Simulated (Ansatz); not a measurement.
# TlBiSe3 (model cell, started as cubic perovskite with Bi in the octahedra): a soft mode frozen in, part 2 of 3

Which phase does TlBiSe3 (model cell, started as cubic perovskite with Bi in the octahedra) fall into along its unstable mode, and how much energy does it gain?

Ansatz 0.2.0; DFT PBEsol, scalar-relativistic, plane waves, PAW; PAW set soft_1.

So far, highest frequency on the path or at a solved wavevector (cm⁻¹): step 2 (phonons on a q mesh) 178. Also lowest frequency on the path (cm⁻¹): step 2 -88.9.

The structure was built from a prototype and need not be the compound's stable phase.

### 5. Energy along the mode, all amplitudes (two of the runs are shown above)

An imaginary frequency means negative curvature, so the energy should fall and then rise again as anharmonic terms take over.

Numbers from this step:

```yaml
depth_at_the_lowest_point_sampled: 51.69 meV/atom
largest_atomic_shift_at_that_point: 0.6 Å
```

Energy from the parent against largest atomic shift:

| largest atomic shift (Å) | energy from the parent (meV/atom) |
| --- | --- |
| 0.000 | 0 |
| 0.040 | -0.415 |
| 0.080 | -1.64 |
| 0.140 | -4.89 |
| 0.220 | -11.4 |
| 0.320 | -21.9 |
| 0.450 | -37.0 |
| 0.600 | -51.7 |

Displacement at unit largest shift by atom:

```csv
atom,x (Å),y (Å),z (Å),size
Tl1,0.000,0.028,0.068,0.074
Tl2,0.000,-0.028,-0.068,0.074
Bi3,0.000,0.119,0.049,0.129
Bi4,0.000,-0.119,-0.049,0.129
Se5,0.000,0.000,0.000,0.000
Se6,0.000,0.000,0.000,0.000
Se7,0.000,0.000,0.000,0.000
Se8,0.000,0.000,0.000,0.000
Se9,0.000,-0.925,-0.379,1.000
Se10,0.000,0.925,0.379,1.000
```

The lowest of the steps tried is the last one, at 0.6 Å, 51.7 meV/atom below the parent; the bottom of the well need not coincide with a step.

### 6. Relaxation from the frozen mode

Starting from the lowest point found, all atoms and the cell are let go, so that strain and other modes of the same symmetry can join in.

The input, input.yaml:

```yaml
crystal:
  lattice:
    - [-5.4560481392, 0.0, 0.0]
    - [0.0, -5.4560481392, -5.4560481392]
    - [0.0, -5.4560481392, 5.4560481392]
  atoms:
    - { symbol: Tl, position: [0.0, 0.4947062557, 0.5022155711] }
    - { symbol: Tl, position: [0.0, 0.0052937443, -0.0022155711] }
    - { symbol: Bi, position: [0.5, -0.009246305, 0.4961301783] }
    - { symbol: Bi, position: [0.5, 0.509246305, 0.0038698217] }
    - { symbol: Se, position: [0.5, 0.25, 0.25] }
    - { symbol: Se, position: [0.5, 0.75, 0.75] }
    - { symbol: Se, position: [0.5, 0.25, 0.75] }
    - { symbol: Se, position: [0.5, 0.75, 0.25] }
    - { symbol: Se, position: [0.0, 0.0717313119, 0.5300214393] }
    - { symbol: Se, position: [0.0, 0.4282686881, -0.0300214393] }
kpoints:
  mp_grid: { grid: [8, 6, 6] }
hamiltonian:
  xc: pbesol
  pseudopotentials: { kind: paw, azcp: { folder: soft_1 }, xc_functional: pbe }
scf:
  occupations: { method: methfessel_paxton, width: 0.2 }
output:
  forces: true
  stress: true
  eigenvalues: true
relax:
  adjacent_minimum: "off"
  f_tol: 0.002
  max_steps: 120
  cell: { stress_tol: 0.03 }
```

The run is started by

```
ansatz run input.yaml --threads 4 --pin off --max-ram 16384MiB --backend cpu --events-out ev --progress --plain --runs-dir out
```

Numbers of over 12 decimals in the logs are rounded to 6 here.

The program printed:

```text
[...]
Crystal: 10 atoms, lattice volume = 324.836 Å³
Basis set: ecut = 420 eV, 6359 PW (Γ), exchange–correlation on 80×108×108 points (8 copies of the dense FFT grid, shifted against one another)
Bands: 92, of which v1, the nominal top of the filled ones, is band 76 counted from 1 (75 counted from 0)
Symmetry: 4 space group operations
[...]
k-points: 100 of 288
[...]
SCF iter   1: F=—  HF=-79630.587520 eV  |F-HF|=—  |Δ(HF+E_count)|=         —  Δρ=3.12e-2  dr2=6.99e0  ethr=3.10e-3  ⟨swp⟩=7.1  Hψ=36282  notcnv=0
[...]
SCF iter  10: F=-79628.186377 eV  HF=-79628.186377 eV  |F-HF|=7.02e-8  |Δ(HF+E_count)|=   1.20e-7  S|Δr|=    0.00e0  Δρ=2.98e-6  dr2=7.72e-8  ethr=6.58e-11  ⟨swp⟩=10.8  Hψ=48672  notcnv=0
SCF 1 converged in 10 iterations: F = -79628.186377 eV  dr2 = 7.72e-8
[...]
relax step   1: F+E_penalty+E_count = -79628.18637687 eV  Δ(F+E_penalty+E_count) = +0.000e0 eV  max|allowed force component| = 3.791e-1 eV/Å  Δτ_max = 0.0000 Å  P = -0.478 GPa  Ω = 324.836 Å³  (10 SCF iters, dr2 threshold 1.00e-7 eV, accepted)
Crystal: 10 atoms, lattice volume = 321.664 Å³
Basis set: ecut = 420 eV, 6299 PW (Γ), exchange–correlation on 80×108×108 points (8 copies of the dense FFT grid, shifted against one another)
[...]
SCF iter   8: F=-79628.484328 eV  HF=-79628.484328 eV  |F-HF|=1.67e-7  |Δ(HF+E_count)|=   1.56e-6  S|Δr|=    0.00e0  Δρ=7.18e-6  dr2=3.04e-7  ethr=6.58e-10  ⟨swp⟩=6.0  Hψ=44851  notcnv=0
SCF 2 converged in 8 iterations: F = -79628.484328 eV  dr2 = 3.04e-7
relax step   2: F+E_penalty+E_count = -79628.48432763 eV  Δ(F+E_penalty+E_count) = -2.980e-1 eV  max|allowed force component| = 3.070e-1 eV/Å  Δτ_max = 0.1941 Å  P = -0.478 GPa  Ω = 321.664 Å³  energy of the carried Pulay correction = +1.913e-4 eV  (8 SCF iters, dr2 threshold 1.00e-6 eV, accepted)
Crystal: 10 atoms, lattice volume = 314.093 Å³
Basis set: ecut = 420 eV, 6175 PW (Γ), exchange–correlation on 80×108×108 points (8 copies of the dense FFT grid, shifted against one another)
[...]
SCF iter   8: F=-79628.784073 eV  HF=-79628.784073 eV  |F-HF|=5.32e-7  |Δ(HF+E_count)|=   3.68e-6  S|Δr|=    0.00e0  Δρ=1.14e-5  dr2=7.98e-7  ethr=6.58e-10  ⟨swp⟩=9.8  Hψ=57460  notcnv=0
SCF 3 converged in 8 iterations: F = -79628.784073 eV  dr2 = 7.98e-7
[...]
relax step   3: F+E_penalty+E_count = -79628.78407286 eV  Δ(F+E_penalty+E_count) = -2.997e-1 eV  max|allowed force component| = 2.671e-1 eV/Å  Δτ_max = 0.1952 Å  P = -0.079 GPa  Ω = 314.093 Å³  energy of the carried Pulay correction = +6.556e-4 eV  (8 SCF iters, dr2 threshold 1.00e-6 eV, accepted)
[... from here on, the SCF cycles and remarks between the steps are left out ...]
relax step   4: F+E_penalty+E_count = -79629.12412114 eV  Δ(F+E_penalty+E_count) = -3.400e-1 eV  max|allowed force component| = 2.345e-1 eV/Å  Δτ_max = 0.1954 Å  P = -0.023 GPa  Ω = 308.227 Å³  energy of the carried Pulay correction = +1.023e-3 eV  (8 SCF iters, dr2 threshold 1.00e-6 eV, accepted)
relax step   5: F+E_penalty+E_count = -79629.51884791 eV  Δ(F+E_penalty+E_count) = -3.947e-1 eV  max|allowed force component| = 3.516e-1 eV/Å  Δτ_max = 0.1958 Å  P = +0.189 GPa  Ω = 300.946 Å³  energy of the carried Pulay correction = +1.489e-3 eV  (8 SCF iters, dr2 threshold 1.00e-6 eV, accepted)
relax step   6: F+E_penalty+E_count = -79629.91346596 eV  Δ(F+E_penalty+E_count) = -3.946e-1 eV  max|allowed force component| = 3.684e-1 eV/Å  Δτ_max = 0.1999 Å  P = +0.295 GPa  Ω = 295.750 Å³  energy of the carried Pulay correction = +1.828e-3 eV  (8 SCF iters, dr2 threshold 1.00e-6 eV, accepted)
relax step   7: F+E_penalty+E_count = -79630.11668600 eV  Δ(F+E_penalty+E_count) = -2.032e-1 eV  max|allowed force component| = 1.331e-1 eV/Å  Δτ_max = 0.1963 Å  P = +0.236 GPa  Ω = 292.878 Å³  energy of the carried Pulay correction = +2.017e-3 eV  (8 SCF iters, dr2 threshold 1.00e-6 eV, accepted)
relax step   8: F+E_penalty+E_count = -79630.12524894 eV  Δ(F+E_penalty+E_count) = -8.563e-3 eV  max|allowed force component| = 1.074e-1 eV/Å  Δτ_max = 0.1522 Å  P = -0.196 GPa  Ω = 291.620 Å³  energy of the carried Pulay correction = +2.101e-3 eV  (8 SCF iters, dr2 threshold 1.00e-6 eV, accepted)
relax step   9: F+E_penalty+E_count = -79630.14273992 eV  Δ(F+E_penalty+E_count) = -1.749e-2 eV  max|allowed force component| = 8.440e-2 eV/Å  Δτ_max = 0.0750 Å  P = -0.007 GPa  Ω = 291.015 Å³  energy of the carried Pulay correction = +2.141e-3 eV  (7 SCF iters, dr2 threshold 7.21e-7 eV, accepted)
relax step  10: F+E_penalty+E_count = -79630.15725943 eV  Δ(F+E_penalty+E_count) = -1.452e-2 eV  max|allowed force component| = 8.457e-2 eV/Å  Δτ_max = 0.0573 Å  P = +0.162 GPa  Ω = 292.224 Å³  energy of the carried Pulay correction = +2.061e-3 eV  (7 SCF iters, dr2 threshold 4.45e-7 eV, accepted)
relax step  11: F+E_penalty+E_count = -79630.16937622 eV  Δ(F+E_penalty+E_count) = -1.212e-2 eV  max|allowed force component| = 3.846e-2 eV/Å  Δτ_max = 0.1232 Å  P = +0.302 GPa  Ω = 290.860 Å³  energy of the carried Pulay correction = +2.152e-3 eV  (7 SCF iters, dr2 threshold 4.47e-7 eV, accepted)
relax step  12: F+E_penalty+E_count = -79630.17880403 eV  Δ(F+E_penalty+E_count) = -9.428e-3 eV  max|allowed force component| = 6.494e-2 eV/Å  Δτ_max = 0.0452 Å  P = -0.144 GPa  Ω = 294.412 Å³  energy of the carried Pulay correction = +1.916e-3 eV  (7 SCF iters, dr2 threshold 1.00e-6 eV, accepted)
relax step  13: F+E_penalty+E_count = -79630.18507514 eV  Δ(F+E_penalty+E_count) = -6.271e-3 eV  max|allowed force component| = 2.519e-2 eV/Å  Δτ_max = 0.0411 Å  P = +0.125 GPa  Ω = 291.616 Å³  energy of the carried Pulay correction = +2.101e-3 eV  (7 SCF iters, dr2 threshold 3.53e-7 eV, accepted)
relax step  14: F+E_penalty+E_count = -79630.18652953 eV  Δ(F+E_penalty+E_count) = -1.454e-3 eV  max|allowed force component| = 1.911e-2 eV/Å  Δτ_max = 0.0142 Å  P = -0.058 GPa  Ω = 292.790 Å³  energy of the carried Pulay correction = +2.023e-3 eV  (6 SCF iters, dr2 threshold 1.46e-7 eV, accepted)
relax step  15: F+E_penalty+E_count = -79630.18679374 eV  Δ(F+E_penalty+E_count) = -2.642e-4 eV  max|allowed force component| = 3.278e-3 eV/Å  Δτ_max = 0.0073 Å  P = -0.001 GPa  Ω = 292.607 Å³  energy of the carried Pulay correction = +2.035e-3 eV  (6 SCF iters, dr2 threshold 2.28e-8 eV, accepted)
relax step  16: F+E_penalty+E_count = -79630.18680927 eV  Δ(F+E_penalty+E_count) = -1.553e-5 eV  max|allowed force component| = 3.074e-4 eV/Å  Δτ_max = 0.0015 Å  P = +0.003 GPa  Ω = 292.653 Å³  energy of the carried Pulay correction = +2.032e-3 eV  (6 SCF iters, dr2 threshold 6.72e-10 eV, accepted)
relax step  17: F+E_penalty+E_count = -79630.18861594 eV  Δ(F+E_penalty+E_count) = -1.807e-3 eV  max|allowed force component| = 1.657e-4 eV/Å  Δτ_max = 0.0000 Å  P = +0.019 GPa  Ω = 292.653 Å³  stress off target by 5.42e-2 GPa  SCF on the basis re-selected at this cell (its energy is not comparable with the rows above)  (9 SCF iters)
relax step  18: F+E_penalty+E_count = -79630.18856069 eV  Δ(F+E_penalty+E_count) = +5.525e-5 eV  max|allowed force component| = 4.160e-3 eV/Å  Δτ_max = 0.0024 Å  P = -0.046 GPa  Ω = 292.974 Å³  energy of the carried Pulay correction = -2.123e-5 eV  (6 SCF iters, dr2 threshold 7.34e-9 eV, rejected (line search))
relax step  19: F+E_penalty+E_count = -79630.18866806 eV  Δ(F+E_penalty+E_count) = -5.212e-5 eV  max|allowed force component| = 1.414e-3 eV/Å  Δτ_max = 0.0012 Å  P = +0.005 GPa  Ω = 292.698 Å³  energy of the carried Pulay correction = -2.587e-6 eV  (7 SCF iters, accepted)
[...]
SCF iter   4: F=-79630.188673 eV  HF=-79630.188673 eV  |F-HF|=1.46e-11  |Δ(HF+E_count)|=  2.18e-10  S|Δr|=    0.00e0  Δρ=6.24e-8  dr2=3.08e-11  ethr=1.00e-12  ⟨swp⟩=3.7  Hψ=40844  notcnv=0
SCF 20 converged in 4 iterations: F = -79630.188673 eV  dr2 = 3.08e-11
relax step  20: F+E_penalty+E_count = -79630.18867265 eV  Δ(F+E_penalty+E_count) = -4.591e-6 eV  max|allowed force component| = 1.415e-3 eV/Å  Δτ_max = 0.0000 Å  P = +0.005 GPa  Ω = 292.698 Å³  stress off target by 9.47e-3 GPa  SCF on the basis re-selected at this cell (its energy is not comparable with the rows above)  (4 SCF iters)
[...]
SCF converged after 4 iterations
[...]
Free energy (F): -79630.188673 eV
[...]
Internal energy: -79630.191735 eV  (E = F + TS)
E sigma→0 (E₀):  -79630.189438 eV
Entropy (-TS):   0.003062 eV (0.306 meV/atom)
Fermi energy:    8.116968 eV
[...]
--- Forces (eV/Å), atoms counted from 1 ---
  atom   1  Tl     0.00000000     0.00016885     0.00017263
  atom   2  Tl     0.00000000    -0.00016885    -0.00017263
  atom   3  Bi     0.00000000     0.00141521     0.00131227
  atom   4  Bi     0.00000000    -0.00141521    -0.00131227
  atom   5  Se     0.00000000     0.00000000     0.00000000
  atom   6  Se     0.00000000     0.00000000     0.00000000
  atom   7  Se     0.00000000     0.00000000     0.00000000
  atom   8  Se     0.00000000     0.00000000     0.00000000
  atom   9  Se     0.00000000    -0.00085526    -0.00083793
  atom  10  Se     0.00000000     0.00085526     0.00083793
  max |Σ_I F_I| component: 1.08e-19 eV/Å
--- Stress (GPa, compression-positive) ---
        0.009468       0.000000       0.000000
        0.000000       0.003298       0.003216
        0.000000       0.003216       0.003289
  P = ⅓ Tr σ = 0.0054 GPa (0.054 kbar)
--- Band table (eV; the first three rows and the last of 100) ---
  k-point 0: bands = [... 72 lower, 6.7695, 6.9652, 7.1943, 7.7546, 8.2692, 8.2863, 8.6013, 9.1117, ... 12 higher]
  k-point 1: bands = [... 72 lower, 6.7933, 6.8896, 7.1324, 7.9427, 8.3694, 8.3830, 8.4684, 9.2007, ... 12 higher]
  k-point 2: bands = [... 72 lower, 6.9523, 7.0369, 7.1897, 7.8017, 8.0938, 8.2206, 9.1343, 9.4427, ... 12 higher]
  k-point 99: bands = [... 72 lower, 6.6911, 6.6913, 7.9500, 7.9501, 8.7781, 8.7781, 9.2372, 9.2374, ... 12 higher]
--- Relaxed structure (18 steps of the walk, 17 accepted, 2 SCFs on fresh bases) ---
  F+E_penalty+E_count = -79630.18867265 eV   max|allowed force component| = 1.415e-3 eV/Å   (the final SCF, on the basis selected at the relaxed cell)
  cell:  # Å, volume = 292.6981 Å³
    - [-4.312292, 0.0, 0.0]
    - [0.0, -6.157687, -6.157775]
    - [0.0, -5.511345, 5.511433]
  atoms:
    - { symbol: Tl, position: [0, 0.579609, 0.499994] }
    - { symbol: Tl, position: [0, -0.079609, 6.052220049915236e-6] }
    - { symbol: Bi, position: [0.5, -0.014446, 0.500005] }
    - { symbol: Bi, position: [0.5, 0.514446, -5.407404886303979e-6] }
    - { symbol: Se, position: [0.5, 0.25, 0.250000] }
    - { symbol: Se, position: [0.5, 0.75, 0.75] }
    - { symbol: Se, position: [0.5, 0.25, 0.75] }
    - { symbol: Se, position: [0.5, 0.75, 0.250000] }
    - { symbol: Se, position: [0, 0.206705, 0.499995] }
    - { symbol: Se, position: [0, 0.293295, 5.1355258590679576e-6] }
```

Wall time 17 min (4 threads of Arm Neoverse V2, shared host); peak memory 2.4 GiB; 67 min of CPU time.

Relaxation path:

```
step  energy less that of the first step (eV)  largest force component (eV/Å)  pressure (GPa)  volume (Å³)
   1                                   0.0000                          0.3791           -0.48       324.84
   2                                  -0.2980                          0.3070           -0.48       321.66
   3                                  -0.5977                          0.2671           -0.08       314.09
   4                                  -0.9377                          0.2345           -0.02       308.23
   5                                  -1.3325                          0.3516            0.19       300.95
   6                                  -1.7271                          0.3684            0.29       295.75
   7                                  -1.9303                          0.1331            0.24       292.88
   8                                  -1.9389                          0.1074           -0.20       291.62
   9                                  -1.9564                          0.0844           -0.01       291.02
  10                                  -1.9709                          0.0846            0.16       292.22
  11                                  -1.9830                          0.0385            0.30       290.86
  12                                  -1.9924                          0.0649           -0.14       294.41
  13                                  -1.9987                          0.0252            0.12       291.62
  14                                  -2.0002                          0.0191           -0.06       292.79
  15                                  -2.0004                          0.0033            0.00       292.61
  16                                  -2.0004                          0.0003            0.00       292.65
 17*                                  -2.0022                          0.0002            0.02       292.65
  18                                  -2.0022                          0.0042           -0.05       292.97
  19                                  -2.0023                          0.0014            0.01       292.70
 20*                                  -2.0023                          0.0014            0.01       292.70
```

Relaxation steps marked * repeat the geometry before them on a plane-wave basis chosen anew for their cell, so energy and pressure can jump there. Relaxation step 18 was tried and not accepted.

Forces are held to the 4 operations that the run works with; a distortion that breaks them can't arise in this run.

```
     cell as run  before  after   change
           a (Å)   5.456  4.312  -21.0 %
           b (Å)   7.716  8.708  +12.9 %
           c (Å)   7.716  7.794   +1.0 %
volume (Å³/atom)   32.48  29.27   -9.9 %
```

The atoms that moved most (Å, as changes of fractional coordinates times the final cell):

```
atom     dx      dy      dz  length
Se10  0.000   0.666   0.997   1.198
 Se9  0.000  -0.666  -0.997   1.198
 Tl2  0.000   0.511   0.535   0.740
 Tl1  0.000  -0.511  -0.535   0.740
 Bi4  0.000  -0.011  -0.053   0.054
 Bi3  0.000   0.011   0.053   0.054
```

Final coordinates:

```cif
data_structure
_symmetry_space_group_name_H-M 'P 1'
_symmetry_Int_Tables_number 1
_cell_length_a 4.3123
_cell_length_b 8.7083
_cell_length_c 7.7943
_cell_angle_alpha 90.001
_cell_angle_beta 90.000
_cell_angle_gamma 90.000
_cell_volume 292.70
loop_
_atom_site_label
_atom_site_type_symbol
_atom_site_fract_x
_atom_site_fract_y
_atom_site_fract_z
_atom_site_occupancy
Tl1 Tl 0.00000 0.57961 0.49999 1
Tl2 Tl 0.00000 0.92039 0.00001 1
Bi3 Bi 0.50000 0.98555 0.50001 1
Bi4 Bi 0.50000 0.51445 0.99999 1
Se5 Se 0.50000 0.25000 0.25000 1
Se6 Se 0.50000 0.75000 0.75000 1
Se7 Se 0.50000 0.25000 0.75000 1
Se8 Se 0.50000 0.75000 0.25000 1
Se9 Se 0.00000 0.20671 0.49999 1
Se10 Se 0.00000 0.29329 0.00001 1
```

This step gave:

```yaml
pressure: 0.005352 GPa
volume_per_atom: 29.27 Å³
```

The distorted start has space group P2/m; the relaxation ends in Pmma.

### 7. The new phase in its own primitive cell

The relaxed structure is symmetrised, reduced to its primitive cell and relaxed tightly, as its phonons need.

input.yaml, the sections that differ from step 6:

```yaml
crystal:
  lattice:
    - [7.7942811754, 0.0, 0.0]
    - [0.0, 4.3122916491, 0.0]
    - [0.0, 0.0, 8.7083466459]
  atoms:
    - { symbol: Tl, position: [0.25, 0.0, 0.3296091391] }
    - { symbol: Tl, position: [0.75, 0.0, 0.6703908609] }
    - { symbol: Bi, position: [0.25, 0.5, 0.7355541818] }
    - { symbol: Bi, position: [0.75, 0.5, 0.2644458182] }
    - { symbol: Se, position: [0.5, 0.5, 0.0] }
    - { symbol: Se, position: [0.0, 0.5, 0.5] }
    - { symbol: Se, position: [0.0, 0.5, 0.0] }
    - { symbol: Se, position: [0.5, 0.5, 0.5] }
    - { symbol: Se, position: [0.25, 0.0, 0.9567054783] }
    - { symbol: Se, position: [0.75, 0.0, 0.0432945217] }
kpoints:
  mp_grid: { grid: [6, 8, 4] }
relax:
  adjacent_minimum: "off"
  f_tol: 0.001
  max_steps: 60
  cell: { stress_tol: 0.01 }
# hamiltonian, scf, output: as in step 6
```

The program printed:

```text
[...]
Crystal: 10 atoms, lattice volume = 292.698 Å³
Basis set: ecut = 420 eV, 5697 PW (Γ), exchange–correlation on 108×60×120 points (8 copies of the dense FFT grid, shifted against one another)
Bands: 92, of which v1, the nominal top of the filled ones, is band 76 counted from 1 (75 counted from 0)
Symmetry: 8 space group operations
[...]
k-points: 60 of 192
[...]
- { symbol: Tl, position: [0.750000, 0.0, 0.670070] }
    - { symbol: Bi, position: [0.250000, 0.5, 0.735274] }
    - { symbol: Bi, position: [0.750000, 0.5, 0.264726] }
    - { symbol: Se, position: [0.500000, 0.5, 0.0] }
    - { symbol: Se, position: [0, 0.5, 0.5] }
    - { symbol: Se, position: [0, 0.5, 0.0] }
    - { symbol: Se, position: [0.500000, 0.5, 0.5] }
    - { symbol: Se, position: [0.250000, 0.0, 0.958033] }
    - { symbol: Se, position: [0.750000, 0.0, 0.041967] }
[key lines of the parts left out:]
SCF converged after 5 iterations
Free energy (F): -79630.193735 eV
Fermi energy:    8.141217 eV
P = ⅓ Tr σ = 0.0024 GPa (0.024 kbar)
```

Run time: 1.9 min. Hardware: 4 threads; peak memory 1.6 GiB; 7.4 min of CPU time.

Relaxation path:

| step | energy less that of the first step (eV) | largest force component (eV/Å) | pressure (GPa) | volume (Å³) |
| --- | --- | --- | --- | --- |
| 1 | 0.0000 | 0.0191 | -0.01 | 292.70 |
| 2 | -0.0003 | 0.0049 | -0.04 | 292.61 |
| 3 | -0.0005 | 0.0043 | 0.03 | 291.99 |
| 4 | -0.0005 | 0.0006 | 0.00 | 292.15 |
| 5* | -0.0004 | 0.0006 | 0.00 | 292.15 |

Relaxation steps marked * repeat the geometry before them on a plane-wave basis chosen anew for their cell, so energy and pressure can jump there.

The run keeps the 8 symmetry operations that it works with, so distortions that break them were not tested.

```
conventional cell, symmetrised  before  after  change
                         a (Å)   7.794  7.795  +0.0 %
                         b (Å)   4.312  4.299  -0.3 %
                         c (Å)   8.708  8.719  +0.1 %
              volume (Å³/atom)   29.27  29.22  -0.2 %
```

The atoms that moved most (Å, as changes of fractional coordinates times the final cell):

```csv
atom,dx,dy,dz,length
Se10,0.000,0.000,-0.012,0.012
Se9,0.000,0.000,0.012,0.012
```

Final coordinates:

```cif
data_structure
_symmetry_space_group_name_H-M 'P 1'
_symmetry_Int_Tables_number 1
_cell_length_a 7.7952
_cell_length_b 4.2987
_cell_length_c 8.7186
_cell_angle_alpha 90.000
_cell_angle_beta 90.000
_cell_angle_gamma 90.000
_cell_volume 292.15
loop_
_atom_site_label
_atom_site_type_symbol
_atom_site_fract_x
_atom_site_fract_y
_atom_site_fract_z
_atom_site_occupancy
Tl1 Tl 0.25000 0.00000 0.32993 1
Tl2 Tl 0.75000 0.00000 0.67007 1
Bi3 Bi 0.25000 0.50000 0.73527 1
Bi4 Bi 0.75000 0.50000 0.26473 1
Se5 Se 0.50000 0.50000 0.00000 1
Se6 Se 0.00000 0.50000 0.50000 1
Se7 Se 0.00000 0.50000 0.00000 1
Se8 Se 0.50000 0.50000 0.50000 1
Se9 Se 0.25000 0.00000 0.95803 1
Se10 Se 0.75000 0.00000 0.04197 1
```

Numbers from this step:

```
pressure        : 0.002373 GPa
volume per atom : 29.22 Å³
```

The largest force component left is 0.55 meV/Å and the pressure is 0.002 GPa, within the tolerances set. The cell now holds 29.22 Å³/atom.

[end of part 2 of 3]

[Logs are printed without paths, hosts, clocks, repeated set-up lines and the standing remarks that a program may print on its own settings, such as how far it seeks lower states.]

[Hosts, paths, dates, database ids (printed as entryN), source tags and the programs' standing remarks are cut or masked in the printed files.]
